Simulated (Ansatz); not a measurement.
# Mg (P6_3/mmc, 2 atoms in the cell) under biaxial strain in the (0001) plane, that of a and b

Wanted: the shifts of the zone-centre modes of Mg (P6_3/mmc, 2 atoms in the cell) with strain.

Method: DFT PBEsol, scalar-relativistic, plane waves, PAW; PAW set soft_1, in Ansatz 0.2.0.

This is a report of a sequence of runs, with most program output left out.

### Step 1. Starting point

It takes space group P6_3/mmc (No. 194, hexagonal). The conventional cell has a = 3.209 Å, b = 3.209 Å, c = 5.210 Å, α = 90.00°, β = 90.00°, γ = 120.00°. Mg has 12 Mg at 3.20 to 3.21 Å nearest.

### Step 2. Relaxation

The cell and atoms are relaxed, since residual forces and stress would shift the frequencies.

File input.yaml:

```yaml
crystal:
  lattice:
    - [3.2093, 0.0, 0.0]
    - [-1.60465, 2.7793353284, 0.0]
    - [0.0, 0.0, 5.2103]
  atoms:
    - { symbol: Mg, position: [0.33333333, 0.66666667, 0.25] }
    - { symbol: Mg, position: [0.66666667, 0.33333333, 0.75] }
kpoints:
  mp_grid: { grid: [15, 15, 8] }
hamiltonian:
  xc: pbesol
  pseudopotentials: { kind: paw, azcp: { folder: soft_1 }, xc_functional: pbe }
scf:
  occupations: { method: gaussian, width: 0.1 }
output:
  forces: true
  stress: true
  eigenvalues: true
relax:
  adjacent_minimum: "off"
  f_tol: 0.005
  max_steps: 80
  cell: { stress_tol: 0.05 }
```

Started as:

```console
> ansatz run input.yaml --threads 4 --pin off --max-ram 10240MiB --backend cpu --events-out ev --progress --plain --runs-dir out
```

Wall time 3.7 s (4 threads of Intel Xeon Platinum 8488C (Sapphire Rapids), shared host); peak memory 0.44 GiB.

Relaxation path:

| step | energy less that of the first step (eV) | largest force component (eV/Å) | pressure (GPa) | volume (Å³) |
| --- | --- | --- | --- | --- |
| 1 | 0.0000 | 0.0000 | -1.14 | 46.47 |
| 2 | -0.0061 | 0.0000 | -0.24 | 45.28 |
| 3 | -0.0065 | 0.0000 | 0.03 | 44.95 |
| 4* | -0.0064 | 0.0000 | 0.03 | 44.95 |

Relaxation steps marked * repeat the geometry before them on a plane-wave basis chosen anew for their cell, so energy and pressure can jump there.

The run keeps the 24 symmetry operations that it works with, so distortions that break them were not tested.

| conventional cell, symmetrised | before | after | change |
| --- | --- | --- | --- |
| a (Å) | 3.209 | 3.188 | -0.7 % |
| b (Å) | 3.209 | 3.188 | -0.7 % |
| c (Å) | 5.210 | 5.108 | -2.0 % |
| volume (Å³/atom) | 23.24 | 22.47 | -3.3 % |

Final coordinates:

```xyz
2
Lattice="3.1877 0.0000 0.0000 -1.5939 2.7606 0.0000 0.0000 0.0000 5.1077" Properties=species:S:1:pos:R:3 pbc="T T T"
Mg    0.0000    1.8404    1.2769
Mg    1.5939    0.9202    3.8308
```

This step gave:

```
pressure          : 0.03150 GPa
volume per atom   : 22.47 Å³
gap on the k-mesh : 0 eV
```

In this step the volume went from 23.24 to 22.47 Å³/atom.

### Step 3. Tight relaxation

Phonons need small forces and stress, so the relaxation is finished with tight tolerances on 15×15×8 k points.

input.yaml, the sections that differ from step 2:

```yaml
crystal:
  lattice:
    - [3.18771012, 0.0, 0.0]
    - [-1.59385506, 2.7606379438, 0.0]
    - [0.0, 0.0, 5.1077088303]
  atoms:
    - { symbol: Mg, position: [0.3333333333, 0.6666666667, 0.25] }
    - { symbol: Mg, position: [0.6666666667, 0.3333333333, 0.75] }
scf:
  occupations: { method: methfessel_paxton, width: 0.2 }
output:
  forces: true
  stress: true
  eigenvalues: true
  write_density: true
  write_potential: true
  elf: true
  volumetric_format: npy
relax:
  adjacent_minimum: "off"
  f_tol: 0.001
  max_steps: 60
  cell: { stress_tol: 0.01 }
# kpoints, hamiltonian: as in step 2
```

Run time: 3.3 s. Hardware: 4 threads; peak memory 0.44 GiB; 11 s of CPU time.

The steps of the relaxation:

| step | energy less that of the first step (eV) | largest force component (eV/Å) | pressure (GPa) | volume (Å³) |
| --- | --- | --- | --- | --- |
| 1 | 0.0000 | 0.0000 | 0.03 | 44.95 |
| 2 | 0.0000 | 0.0000 | 0.00 | 44.98 |
| 3 | 0.0000 | 0.0000 | 0.00 | 44.98 |
| 4* | 0.0000 | 0.0000 | 0.00 | 44.98 |

Relaxation steps marked * repeat the geometry before them on a plane-wave basis chosen anew for their cell, so energy and pressure can jump there.

The run keeps the 24 symmetry operations that it works with, so distortions that break them were not tested.

| conventional cell, symmetrised | before | after | change |
| --- | --- | --- | --- |
| a (Å) | 3.188 | 3.191 | +0.1 % |
| b (Å) | 3.188 | 3.191 | +0.1 % |
| c (Å) | 5.108 | 5.101 | -0.1 % |
| volume (Å³/atom) | 22.47 | 22.49 | +0.1 % |

Final coordinates:

```cif
data_structure
_symmetry_space_group_name_H-M 'P 1'
_symmetry_Int_Tables_number 1
_cell_length_a 3.1908
_cell_length_b 3.1908
_cell_length_c 5.1011
_cell_angle_alpha 90.000
_cell_angle_beta 90.000
_cell_angle_gamma 120.000
_cell_volume 44.98
loop_
_atom_site_label
_atom_site_type_symbol
_atom_site_fract_x
_atom_site_fract_y
_atom_site_fract_z
_atom_site_occupancy
Mg1 Mg 0.33333 0.66667 0.25000 1
Mg2 Mg 0.66667 0.33333 0.75000 1
```

Numbers from this step:

```yaml
pressure: 0.002878 GPa
volume_per_atom: 22.49 Å³
```

Electrostatic potential energy in the ac plane at fractional y = 0.333, with atoms of Mg within 0.2 Å of it. With pseudopotentials it is smooth inside the atoms' cores, unlike the true potential.

Values in eV, 22 rows by 16 columns, each cell a mean:
```
  6   7   7   7   7   7   6   5   3   2   1   1   2   3   4   5
  5   7   7   7   7   6   4   2  -1  -5  -8  -9  -6  -2   1   4
  4   6   7   7   6   5   2  -2 -11 -23 -34 -35 -27 -14  -4   1
  3   5   6   6   6   4   0  -8 -27 -52 -62 -62 -58 -35 -13  -2
  2   5   6   6   5   3  -1 -15 -42 -67 -69 -69 -69 -53 -22  -4
  2   4   6   6   5   3  -2 -16 -44 -68 -69 -69 -69 -55 -23  -5
  2   5   6   6   6   3   0  -9 -30 -55 -65 -65 -63 -38 -15  -2
  4   6   7   7   6   5   2  -2 -12 -27 -38 -40 -31 -17  -5   1
  5   7   7   7   7   6   4   2  -2  -7 -11 -12  -8  -3   1   3
  6   7   7   7   7   7   6   4   3   1   0   0   1   2   4   5
  7   7   7   7   7   7   6   6   5   5   4   4   5   5   6   6
  6   6   6   6   6   6   6   7   7   7   7   7   7   7   7   7
  5   5   4   4   5   5   6   6   7   7   7   7   7   7   7   6
  4   3   2   2   3   4   5   6   7   7   8   8   7   7   6   5
  3   1   0   0   0   2   4   5   6   7   8   8   7   7   6   4
  2   0  -2  -2  -1   1   3   5   6   7   7   8   7   6   5   4
  2   0  -2  -3  -2   1   3   4   6   7   7   8   7   6   5   3
  2   1   0  -1   0   2   3   5   6   7   8   8   7   7   6   4
  4   3   2   2   2   3   5   6   7   7   8   8   7   7   6   5
  5   5   4   4   4   5   6   6   7   7   7   7   7   7   7   6
  6   6   6   6   6   6   6   7   7   7   7   7   7   7   7   7
  7   7   7   7   7   7   7   6   6   5   5   5   5   6   6   6
```
Columns run along a (3.2 Å; values clipped at the 3rd and 97th percentile), rows up along c (5.1 Å). Atoms in or near the plane, at fractional coordinates: Mg at (0.67, 0.75).

ELF in the ac plane at fractional y = 0.333, with atoms of Mg within 0.2 Å of it. It is the smooth field of the valence electrons, not physical close to the nuclei.

Values, 22 rows by 16 columns, each cell a mean:
```
0.51 0.53 0.53 0.53 0.53 0.52 0.48 0.38 0.26 0.17 0.13 0.13 0.15 0.22 0.34 0.45
0.43 0.52 0.55 0.55 0.53 0.47 0.33 0.16 0.08 0.07 0.09 0.10 0.08 0.07 0.12 0.27
0.30 0.48 0.55 0.56 0.52 0.37 0.16 0.06 0.11 0.21 0.27 0.28 0.24 0.14 0.06 0.11
0.19 0.43 0.55 0.56 0.49 0.27 0.08 0.09 0.25 0.34 0.30 0.29 0.34 0.30 0.13 0.06
0.13 0.38 0.55 0.56 0.46 0.21 0.05 0.15 0.34 0.30 0.17 0.14 0.25 0.36 0.21 0.06
0.12 0.38 0.54 0.56 0.46 0.20 0.05 0.15 0.34 0.29 0.15 0.12 0.23 0.36 0.22 0.06
0.17 0.42 0.55 0.56 0.48 0.26 0.07 0.09 0.27 0.34 0.29 0.27 0.33 0.32 0.14 0.05
0.28 0.48 0.55 0.56 0.51 0.36 0.15 0.06 0.12 0.24 0.30 0.30 0.27 0.16 0.07 0.10
0.42 0.52 0.55 0.55 0.53 0.46 0.30 0.14 0.07 0.08 0.11 0.12 0.09 0.07 0.11 0.24
0.50 0.53 0.54 0.54 0.54 0.52 0.46 0.35 0.23 0.15 0.12 0.11 0.13 0.20 0.31 0.43
0.54 0.52 0.51 0.51 0.52 0.53 0.54 0.52 0.48 0.42 0.38 0.38 0.41 0.46 0.50 0.53
0.51 0.47 0.44 0.43 0.45 0.49 0.54 0.57 0.59 0.60 0.60 0.60 0.60 0.59 0.58 0.55
0.43 0.35 0.29 0.29 0.32 0.40 0.48 0.56 0.61 0.63 0.64 0.64 0.64 0.62 0.59 0.52
0.30 0.19 0.15 0.14 0.18 0.26 0.39 0.52 0.60 0.65 0.66 0.66 0.65 0.63 0.56 0.45
0.18 0.10 0.08 0.08 0.10 0.16 0.29 0.46 0.59 0.65 0.67 0.68 0.66 0.62 0.53 0.35
0.12 0.07 0.06 0.06 0.07 0.12 0.24 0.42 0.57 0.65 0.68 0.68 0.67 0.62 0.50 0.29
0.12 0.07 0.06 0.06 0.07 0.11 0.23 0.41 0.57 0.65 0.68 0.68 0.67 0.62 0.49 0.28
0.17 0.09 0.07 0.07 0.09 0.15 0.28 0.45 0.59 0.65 0.67 0.68 0.67 0.62 0.52 0.34
0.28 0.18 0.13 0.13 0.16 0.25 0.38 0.51 0.60 0.65 0.66 0.67 0.66 0.63 0.56 0.44
0.42 0.32 0.27 0.26 0.30 0.38 0.47 0.56 0.61 0.64 0.65 0.65 0.64 0.62 0.58 0.51
0.50 0.45 0.42 0.41 0.44 0.48 0.53 0.57 0.59 0.60 0.61 0.61 0.60 0.60 0.58 0.55
0.54 0.52 0.50 0.50 0.51 0.53 0.54 0.54 0.52 0.48 0.45 0.45 0.47 0.51 0.54 0.54
```
Columns run along a (3.2 Å), rows up along c (5.1 Å). Atoms in or near the plane, at fractional coordinates: Mg at (0.67, 0.75).

Valence density in the ac plane at fractional y = 0.333, with atoms of Mg within 0.2 Å of it. It is the smooth field of the valence electrons, not physical close to the nuclei.

Ten steps, logarithmic in the rise over the least value, from '_' (0 e/Å³) to '@' (26 e/Å³):
```
________________________________
________________________________
__________________....::..______
________________..==****++::____
________________==##%%%%##++..__
______________..++%%@@@@@@**::__
______________..++%%@@@@@@**::__
________________==##%%%%##++..__
________________..==****++::____
__________________....::..______
________________________________
________________________________
________________________________
________________________________
________________________________
________________________________
________________________________
________________________________
________________________________
________________________________
________________________________
________________________________
________________________________
________________________________
________________________________
________________________________
```
Columns run along a (3.2 Å), rows up along c (5.1 Å). Atoms in or near the plane, at fractional coordinates: Mg at (0.67, 0.75).

The forces vanish by symmetry and the pressure is 0.003 GPa, within the tolerances set. The cell now holds 22.49 Å³/atom.

### Step 4. Modes at rest

The force constants come from the linear response of the density to a displacement.

The modes at rest are the reference of the series.

input.yaml, the sections that differ from step 3:

```yaml
crystal:
  lattice:
    - [3.1908322491, 0.0, 0.0]
    - [-1.5954161245, 2.7633417869, 0.0]
    - [0.0, 0.0, 5.1010707403]
  atoms:
    - { symbol: Mg, position: [0.3333333333, 0.6666666667, 0.25] }
    - { symbol: Mg, position: [0.6666666667, 0.3333333333, 0.75] }
output:
  eigenvalues: true
phonons:
  method: dfpt
# kpoints, hamiltonian, scf: as in step 3
# relax: removed
```

The job ended after 8.8 s (4 threads; peak memory 0.75 GiB; 31 s of CPU time).

Numbers from this step:

```
sum-rule residual before enforcement                    : 9.48e-5 eV/Å²
point group                                             : 6/mmm
highest optical mode at the zone centre (no LO-TO term) : 256.3 cm⁻¹
lowest optical zone-centre mode                         : 131.0 cm⁻¹
```

Patterns of degenerate modes are one choice out of their space. Modes at Γ:

| mode | frequency (cm⁻¹) | symmetry |
| --- | --- | --- |
| 1 | 0.0 | acoustic |
| 2 | 0.0 | acoustic |
| 3 | 0.0 | acoustic |
| 4 | 131.0 | E2g |
| 5 | 131.0 | E2g |
| 6 | 256.3 | B1g |

Displacements in mode 4 (131.0 cm⁻¹), the largest set to 1:
```
Mg1  0.00  1.00  0.00
Mg2  0.00 -1.00  0.00
```

Displacements in mode 6 (256.3 cm⁻¹), the largest set to 1:
```
Mg1  0.00  0.00  1.00
Mg2  0.00  0.00 -1.00
```

Before it was imposed, the acoustic sum rule was missed by 9.5e-5 eV/Å². Small misses are needed for a sound result but don't prove that mesh and cutoff are converged. The lowest optical mode is real, 131 cm⁻¹.

### Step 5. A member of the series: biaxial strain of +4 % in the (0001) plane, that of a and b

The cell takes a biaxial strain of +4 % in the (0001) plane, that of a and b. The strained lengths are held, while the rest of the cell and the atoms relax.

input.yaml, the sections that differ from step 4:

```yaml
crystal:
  lattice:
    - [3.3184655391, 0.0, 0.0]
    - [-1.6592327696, 2.8738754585, 0.0]
    - [0.0, 0.0, 5.0431370577]
  atoms:
    - { symbol: Mg, position: [0.3333333333, 0.6666666667, 0.25] }
    - { symbol: Mg, position: [0.6666666667, 0.3333333333, 0.75] }
output:
  forces: true
  stress: true
  eigenvalues: true
relax:
  adjacent_minimum: "off"
  f_tol: 0.001
  max_steps: 60
  cell: { stress_tol: 0.01, fix: [a, b, gamma] }
# kpoints, hamiltonian, scf: as in step 4
# phonons: removed
```

The job ended after 4 s (4 threads; peak memory 0.44 GiB; 14 s of CPU time).

Relaxation path:

| step | energy less that of the first step (eV) | largest force component (eV/Å) | pressure (GPa) | volume (Å³) |
| --- | --- | --- | --- | --- |
| 1 | 0.0000 | 0.0000 | -2.05 | 48.10 |
| 2 | -0.0002 | 0.0000 | -1.95 | 47.96 |
| 3 | -0.0002 | 0.0000 | -1.91 | 47.90 |
| 4* | -0.0002 | 0.0000 | -1.91 | 47.90 |

Relaxation steps marked * repeat the geometry before them on a plane-wave basis chosen anew for their cell, so energy and pressure can jump there.

Forces are held to the 24 operations that the run works with; a distortion that breaks them can't arise in this run.

| conventional cell, symmetrised | before | after | change |
| --- | --- | --- | --- |
| a (Å) | 3.318 | 3.318 | +0.0 % |
| b (Å) | 3.318 | 3.318 | +0.0 % |
| c (Å) | 5.043 | 5.022 | -0.4 % |
| volume (Å³/atom) | 24.05 | 23.95 | -0.4 % |

The relaxed structure:

```xyz
2
Lattice="3.3185 0.0000 0.0000 -1.6592 2.8739 0.0000 0.0000 0.0000 5.0224" Properties=species:S:1:pos:R:3 pbc="T T T"
Mg    0.0000    1.9159    1.2556
Mg    1.6592    0.9580    3.7668
```

This step gave:

| Quantity | Value |
| --- | --- |
| pressure | -1.908 GPa |
| volume per atom | 23.95 Å³ |

The forces vanish by symmetry.

### Step 6. Zone-centre modes of the member: biaxial strain of +4 % in the (0001) plane, that of a and b

The zone-centre modes follow for biaxial strain of +4 % in the (0001) plane, that of a and b.

input.yaml, the sections that differ from step 5:

```yaml
crystal:
  lattice:
    - [3.3184655391, 0.0, 0.0]
    - [-1.6592327696, 2.8738754585, 0.0]
    - [0.0, 0.0, 5.0223908863]
  atoms:
    - { symbol: Mg, position: [0.3333333333, 0.6666666667, 0.25] }
    - { symbol: Mg, position: [0.6666666667, 0.3333333333, 0.75] }
output:
  eigenvalues: true
phonons:
  method: dfpt
# kpoints, hamiltonian, scf: as in step 5
# relax: removed
```

Run time: 9.8 s. Hardware: 4 threads; peak memory 0.8 GiB.

This step gave:

```
sum-rule residual before enforcement                    : 2.75e-4 eV/Å²
highest optical mode at the zone centre (no LO-TO term) : 250.2 cm⁻¹
lowest optical zone-centre mode                         : 133.7 cm⁻¹
```

Patterns of degenerate modes are one choice out of their space. Modes at Γ:

| mode | frequency (cm⁻¹) | symmetry |
| --- | --- | --- |
| 1 | 0.0 | acoustic |
| 2 | 0.0 | acoustic |
| 3 | 0.0 | acoustic |
| 4 | 133.7 | E2g |
| 5 | 133.7 | E2g |
| 6 | 250.2 | B1g |

The lowest optical mode is real, 134 cm⁻¹, and the highest lies at 250.2 cm⁻¹.

For the highest optical mode at the zone centre (no LO-TO term), step 4 gave 256 cm⁻¹; this run, with strain 4 %, gives 250 cm⁻¹ (-2 %).

(Continued in part 2 of 2.)

[Logs are printed without paths, hosts, clocks, repeated set-up lines and the standing remarks that a program may print on its own settings, such as how far it seeks lower states.]

[Hosts, paths, dates, database ids (printed as entryN), source tags and the programs' standing remarks are cut or masked in the printed files.]
